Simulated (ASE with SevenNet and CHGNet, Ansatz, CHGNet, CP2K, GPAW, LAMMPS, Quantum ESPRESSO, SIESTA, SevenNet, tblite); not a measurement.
**Machine-learned potentials on free surface of ionic liquid triethylsulfonium formate with water at 340 K (81 atoms): settings against a plane-wave reference**

Wanted: machine-learned potentials inputs and outputs for free surface of ionic liquid triethylsulfonium formate with water at 340 K (81 atoms), checked against a plane-wave reference.

Method: the method is named at each step, in ASE with SevenNet and CHGNet.

### Step 1. The structure

The cell holds 81 atoms: 21 C, 3 S, 50 H and 7 O. Cell: a = 8.574 Å, b = 8.574 Å, c = 21.346 Å, α = 90.0°, β = 90.0°, γ = 90.0°. 3 triethylsulfonium, 3 formate, 1 H2O placed at random, at 1.02 g/cm³, as a film with 10 Å of vacuum; overlaps pushed apart, then 10 ps at 390 K with MMFF94 bonds, angles, torsions, charges and radii (Halgren, J. Comput. Chem. 17, 490 (1996)) in harmonic and 12-6 forms; SPC/E water (Berendsen, Grigera and Straatsma, J. Phys. Chem. 91, 6269 (1987)); charges of ions scaled by 0.8. Snapshot after 30 ps at 340 K and fixed volume. Vacuum lies along c.

The yardstick, on the same geometry:

| Quantity | Value |
| --- | --- |
| method | Kohn-Sham DFT, PBE, SSSP efficiency 1.3.0 pseudopotentials, plane waves (Quantum ESPRESSO 7.5); sssp-pbe-1.3.0-efficiency, cutoffs 60/480 Ry, Γ point |
| r.m.s. force component | 0.8313 eV/Å |
| longest force | 3.272 eV/Å |
| gap (highest filled to lowest empty level) | 1.987 eV |
| time | 2.8 min on 4 MPI ranks of Arm Neoverse V2, shared host |
| CPU time | 11 min |

### Step 2. SevenNet 0 potential

Method: machine-learned interatomic potential SevenNet 0, trained on PBE(+U) plane-wave data.

File run.py:

```python
import numpy as np
from ase.io import read
import mlip  # loads the published weights by name

atoms = read("structure.xyz")
atoms.calc = mlip.calc("7net-0")
energy = atoms.get_potential_energy()
forces = atoms.get_forces()
print(f"energy {energy:.6f} eV")
print("forces (eV/A)")
for i, (a, f) in enumerate(zip(atoms, forces)):
    print(f"{i:4d} {a.symbol:2s} {f[0]:10.5f} {f[1]:10.5f} {f[2]:10.5f}")
```

File structure.xyz:

```xyz
81
Lattice="8.57364 0.00000 0.00000 0.00000 8.57364 0.00000 0.00000 0.00000 21.34624" Properties=species:S:1:pos:R:3 pbc="T T T"
C 8.30168 2.49870 8.17646
C 0.79375 2.07645 7.20030
S 2.27673 1.39039 8.16088
C 2.09300 8.31849 7.38110
C 3.37801 7.63140 7.75765
C 3.43726 1.98994 6.87925
C 3.66180 3.43117 7.14480
H 7.44192 2.94342 7.60993
H 7.87737 1.59993 8.61278
H 0.22489 3.24152 8.93255
H 1.22500 2.88649 6.60239
H 0.29648 1.29633 6.59001
H 1.14784 7.83571 7.78754
H 2.16390 8.40114 6.30226
H 3.19248 6.57624 7.96129
H 4.15393 7.63114 6.99217
H 3.85171 7.88106 8.71161
H 3.02744 1.87643 5.86595
H 4.41971 1.50682 6.83699
H 2.71287 4.02610 7.37128
H 4.26230 3.57555 8.00527
H 4.28913 3.94105 6.36203
C 6.56526 6.00824 3.20898
C 5.17325 6.64714 3.40793
S 4.04290 5.19288 3.60751
C 3.78826 4.57232 1.85968
C 4.59556 3.32717 1.81763
C 2.51653 6.27282 3.56760
C 1.31845 5.50856 4.01395
H 6.93710 5.25907 3.90999
H 7.35215 6.78586 3.35712
H 6.63986 5.54612 2.22535
H 4.84668 7.07823 2.44585
H 5.08177 7.35284 4.28654
H 4.07411 5.24089 1.10616
H 2.73971 4.27259 1.83172
H 4.66132 2.92816 0.84873
H 4.21360 2.51311 2.47744
H 5.56258 3.44360 2.25416
H 2.45798 7.18008 4.15675
H 2.50522 6.57007 2.51523
H 1.50716 5.16742 5.01978
H 1.18668 4.65600 3.32340
H 0.48715 6.20689 4.12089
C 1.09640 6.18057 19.66181
C 2.11563 7.31717 19.90217
S 1.36570 0.36532 19.40736
C 2.79929 1.44749 19.64516
C 3.42740 1.65977 18.30888
C 0.56243 0.64585 21.06596
C 7.68687 0.07356 21.14217
H 1.51676 5.15910 19.77879
H 0.64088 6.25790 18.59279
H 0.23612 6.25721 20.31543
H 2.55417 7.31091 20.93468
H 2.97745 7.21849 19.20265
[... 21 atom lines left out ...]
H 5.50899 5.23215 18.83037
O 5.92850 1.47792 4.92671
H 6.30480 0.67037 5.38096
H 6.59519 1.83270 4.27138
```

Started as:

```sh
OMP_NUM_THREADS=1 python run.py > output.txt
```

The program printed:

```text
energy -429.906738 eV
forces (eV/A)
   0 C     0.58048    1.62400    0.60617
   1 C    -0.61782   -0.17210    0.07944
   2 S    -0.74933   -0.06023   -1.61288
   3 C     0.34690   -0.90587    1.19391
   4 C     0.30551   -1.35626    0.76920
   5 C     0.78200    0.45875   -0.74001
   6 C    -0.73357    1.89440   -0.41303
   7 H     0.68199    0.13615    0.36352
   8 H     0.01758   -0.15149    0.62525
   9 H    -1.29140   -1.15167   -0.96849
  10 H    -0.26962   -0.04783    0.03417
  11 H     0.78275    0.04082   -0.12231
  12 H     0.85018    0.48912   -0.62394
  13 H    -0.83269    0.38442   -0.49150
  14 H    -0.34659   -0.47478   -0.19271
  15 H     0.06977    0.44208   -0.23263
  16 H    -0.00585    0.65647    0.07070
  17 H    -0.41636   -0.31195    0.07925
  18 H    -0.01290   -0.56147    0.44875
  19 H     0.97212   -0.51221   -0.53632
  20 H     0.70135    0.00126    1.37215
  21 H    -0.79732   -0.47021    0.10231
  22 C     0.38237    0.98534    0.44873
  23 C     0.88046   -0.66948    0.22777
[...]
73 H    -0.69546   -0.51745    0.78980
  74 O     0.72634    0.40786   -0.11780
  75 C    -0.77886    0.99131   -0.23392
  76 O     0.08931   -0.97109   -0.07971
  77 H    -0.08590   -0.42579    0.60801
  78 O    -0.95952    0.94228   -0.27599
  79 H     0.12171    0.51359   -0.47428
  80 H    -0.23537   -0.45805    0.51315
```

Run time: 7.3 s. Hardware: 1 thread of Arm Neoverse V2, shared host; peak memory 0.92 GiB.

Banners, paths, timers and routine set-up lines are dropped from the logs unmarked, and long logs keep their key lines alone; longer cuts are marked.

Against the reference:

- r.m.s. force component: 0.7238 eV/Å
- r.m.s. difference of force components: 214.9 meV/Å
- longest difference of force vectors: 1519 meV/Å
- force difference over r.m.s. force: 25.85 %
- slope of forces against the reference's: 0.8456
- correlation of force components: 0.9712

Length of the force difference by element (eV/Å):

| element | atoms | mean | most |
| --- | --- | --- | --- |
| C | 21 | 0.44 | 0.66 |
| H | 50 | 0.14 | 0.29 |
| O | 7 | 0.22 | 0.39 |
| S | 3 | 1.3 | 1.5 |

Local excerpt of 9 atoms (numbers count through the whole input) about C26, which bears the longest force; x, y, z are measured from there.

| atom | x | y | z | distance (Å) | bonds | Fx | Fy | Fz (eV/Å) |
| --- | --- | --- | --- | --- | --- | --- | --- | --- |
| C26 | 0.00 | 0.00 | 0.00 | 0.00 | 4 | -0.44 | -1.62 | 1.82 |
| H35 | 0.29 | 0.67 | -0.75 | 1.05 | 1 | 0.33 | 1.47 | -1.18 |
| H36 | -1.05 | -0.30 | -0.03 | 1.09 | 1 | -0.39 | 0.43 | -0.17 |
| C27 | 0.81 | -1.25 | -0.04 | 1.48 | 4 | -0.21 | -1.04 | 1.84 |
| S25 | 0.25 | 0.62 | 1.75 | 1.87 | 3 | -0.70 | 1.27 | -0.21 |
| H37 | 0.87 | -1.64 | -1.01 | 2.12 | 1 | 0.21 | -0.45 | -1.66 |
| H39 | 1.77 | -1.13 | 0.39 | 2.14 | 1 | 1.26 | 0.27 | 0.02 |
| H38 | 0.43 | -2.06 | 0.62 | 2.19 | 1 | -0.34 | 0.41 | -0.25 |
| H41 | -1.28 | 2.00 | 0.66 | 2.46 | 1 | -0.25 | 0.17 | -0.16 |

Atoms are counted from 1 here, from 0 in the log.

Forces lie 26 % from the reference's, at 0.011 times its CPU time (on 1 against 4 cores).

The difference per atom is largest on S (1.3 eV/Å on average, against 0.44 on C).

### Step 3. CHGNet 0.3.0 potential

Method: machine-learned interatomic potential CHGNet 0.3.0, trained on PBE(+U) plane-wave data.

Changes to run.py since step 2:

```diff
@@ -5,3 +5,3 @@
 atoms = read("structure.xyz")
-atoms.calc = mlip.calc("7net-0")
+atoms.calc = mlip.calc("chgnet-0.3.0")
 energy = atoms.get_potential_energy()
```

structure.xyz is that of step 2.

The program printed:

```text
CHGNet v0.3.0 initialized with 412,525 parameters
CHGNet will run on cpu
energy -436.798340 eV
forces (eV/A)
   0 C     0.37892    1.73080    0.35868
   1 C    -0.76950   -0.24531    0.16496
   2 S    -0.36065   -0.29894   -1.09608
   3 C    -0.06814   -0.55981    1.21414
   4 C     0.62279   -1.47297    0.86054
   5 C     0.52539    0.20008   -0.54700
   6 C    -0.55067    2.28451   -0.59097
   7 H     0.64163    0.11053    0.43286
   8 H    -0.00235   -0.15061    0.64477
   9 H    -1.24613   -1.17987   -0.95578
  10 H    -0.27359    0.10493   -0.14759
  11 H     0.71379    0.01828   -0.16834
  12 H     0.96170    0.46405   -0.63693
  13 H    -0.77330    0.27797   -0.61472
  14 H    -0.37200   -0.48170   -0.29027
  15 H     0.01779    0.36245   -0.30823
  16 H    -0.07348    0.70535    0.12674
  17 H    -0.31162   -0.32397    0.00557
  18 H    -0.06072   -0.51851    0.36368
  19 H     0.95195   -0.56536   -0.51461
  20 H     0.69520   -0.02674    1.32785
  21 H    -0.74757   -0.49552    0.21981
  22 C     0.71261    1.05536    0.35936
  23 C     0.82549   -0.61587   -0.01252
[...]
73 H    -0.76748   -0.61572    0.69234
  74 O     0.60001    0.27934   -0.20985
  75 C    -0.66211    0.93505    0.23736
  76 O     0.10771   -0.83337   -0.22894
  77 H    -0.04576   -0.37216    0.28365
  78 O    -0.86917    0.78727   -0.23302
  79 H     0.04692    0.47935   -0.42631
  80 H    -0.04502   -0.43271    0.37882
```

Run time: 3.9 s. Hardware: 1 thread; peak memory 1.3 GiB.

Numbers from this run, and their distance from the reference:

```yaml
r_m_s_force_component: 0.712 eV/Å
r_m_s_difference_of_force_components: 258.2 meV/Å
longest_difference_of_force_vectors: 2101 meV/Å
force_difference_over_r_m_s_force: 31.06 %
slope_of_forces_against_the_reference_s: 0.8185
correlation_of_force_components: 0.9557
```

Against the first run (26 %), the force difference from the reference is 31 %, at 0.52 times the CPU time.

The difference per atom is largest on S (1.7 eV/Å on average, against 0.45 on C).

### Step 4. CHGNet r2SCAN potential

Method: machine-learned interatomic potential CHGNet r2SCAN, trained on r2SCAN plane-wave data.

Changes to run.py since step 3:

```diff
@@ -5,3 +5,3 @@
 atoms = read("structure.xyz")
-atoms.calc = mlip.calc("chgnet-0.3.0")
+atoms.calc = mlip.calc("chgnet-r2scan")
 energy = atoms.get_potential_energy()
```

structure.xyz is that of step 3.

The program printed:

```text
CHGNet vr2scan initialized with 412,525 parameters
CHGNet will run on cpu
energy -470.162781 eV
forces (eV/A)
   0 C     0.33465    1.41288    0.23120
   1 C    -0.48498   -0.26302   -0.07870
   2 S    -0.32660   -0.23742   -0.98136
   3 C    -0.27422   -0.41928    0.96982
   4 C     0.59051   -1.34140    0.76099
   5 C     0.34495    0.13820   -0.69046
   6 C    -0.60928    2.03705   -0.54119
   7 H     0.68864   -0.04015    0.50400
   8 H     0.03487    0.04766    0.43965
   9 H    -1.08965   -1.08030   -0.92219
  10 H    -0.39996   -0.05110   -0.02048
  11 H     0.74541    0.16593    0.02190
  12 H     1.11948    0.47929   -0.62426
  13 H    -0.69618    0.23672   -0.44617
  14 H    -0.28099   -0.28287   -0.24692
  15 H    -0.12453    0.33276   -0.15499
  16 H    -0.15056    0.61472   -0.02262
  17 H    -0.17095   -0.25405    0.22579
  18 H    -0.21253   -0.39313    0.38129
  19 H     1.02311   -0.63626   -0.46300
  20 H     0.57168   -0.03402    1.04718
  21 H    -0.72829   -0.51892    0.33946
  22 C     0.54205    1.00411    0.36404
  23 C     0.59916   -0.34900    0.07569
[...]
73 H    -0.25425   -0.35870    0.39020
  74 O     0.60604    0.26021   -0.35579
  75 C    -0.49690    0.89515    0.13355
  76 O     0.16827   -0.75831   -0.38383
  77 H    -0.34515   -0.39776    0.72674
  78 O    -0.38516    0.50209   -0.19936
  79 H    -0.07214    0.81632   -0.72715
  80 H    -0.40873   -0.54048    0.66360
```

Elapsed: 3.6 s, on 1 thread; peak memory 1.3 GiB.

Against the reference:

```yaml
r_m_s_force_component: 0.6636 eV/Å
r_m_s_difference_of_force_components: 327.2 meV/Å
longest_difference_of_force_vectors: 2222 meV/Å
force_difference_over_r_m_s_force: 39.36 %
slope_of_forces_against_the_reference_s: 0.7412
correlation_of_force_components: 0.9285
```

Against the first run (26 %), the force difference from the reference is 39 %, at 0.51 times the CPU time; this potential was trained at another functional than the reference's, which explains only part of so large a difference.

The difference per atom is largest on S (1.9 eV/Å on average, against 0.61 on C).

### Step 5. All runs compared

Differences are against the plane-wave reference, forces as r.m.s. over components; share is that over the reference's r.m.s. force, slope the least-squares factor from reference forces to these. Total energies of different programs have different zeros and aren't compared.

| run | Δ force, r.m.s. (meV/Å) | share (%) | slope | cores | CPU time | memory (GiB) |
| --- | --- | --- | --- | --- | --- | --- |
| reference | - | - | - | 4 | 11 min | 3.8 |
| SevenNet 0 potential | 215 | 25.9 | 0.846 | 1 | 7.1 s | 0.92 |
| CHGNet 0.3.0 potential | 258 | 31.1 | 0.819 | 1 | 3.7 s | 1.3 |
| CHGNet r2SCAN potential | 327 | 39.4 | 0.741 | 1 | 3.6 s | 1.3 |

Times of the machine-learned potentials are mostly Python's start and the loading of weights.

CPU time is summed over cores on a shared host, where runs went side by side, so it is rough. Symmetry, cutoffs, thresholds, outputs and thread counts weren't matched or tuned between programs; memory under MPI is the largest rank's times the ranks.

### Step 6. What came out

| Property | Result |
| --- | --- |
| nearest in forces | SevenNet 0 potential, 26 % |
| its CPU time | 7.1 s |

What this shows: Machine-learned potentials differ by 26 % (SevenNet 0 potential) to 39 % (CHGNet r2SCAN potential); they were trained on other programs' data, some at another functional. Among those trained on PBE data the slope goes as low as 0.82, which softening far from their training structures can give, though the reference's k-sampling is untested too. Machine-learned potentials mimic data converged in k, so the reference's own k-point error enters their differences. The network of contacts between molecules at the start is that of the classical potential that made the cell, and needn't be the one that DFT or experiment would give. The reference's PBE has no dispersion term, which matters for the binding between molecules or layers. The electronic-structure runs sample only Γ, in a cell whose shortest periodic width is 9 Å.

[Also dropped from logs without a mark: logging warnings of Python, and SIESTA's first energy breakdown and zero terms.]

[Logs are printed without paths, hosts, clocks, repeated set-up lines and the standing remarks that a program may print on its own settings, such as how far it seeks lower states.]

[Hosts, paths, dates, database ids (printed as entryN), source tags and the programs' standing remarks are cut or masked in the printed files.]

[The MMFF94 radii named for the starting cell were scaled by 0.96; in molecules described by MMFF94, hydrogen bound to N, O or S took a small fixed 12-6 site in their place.]
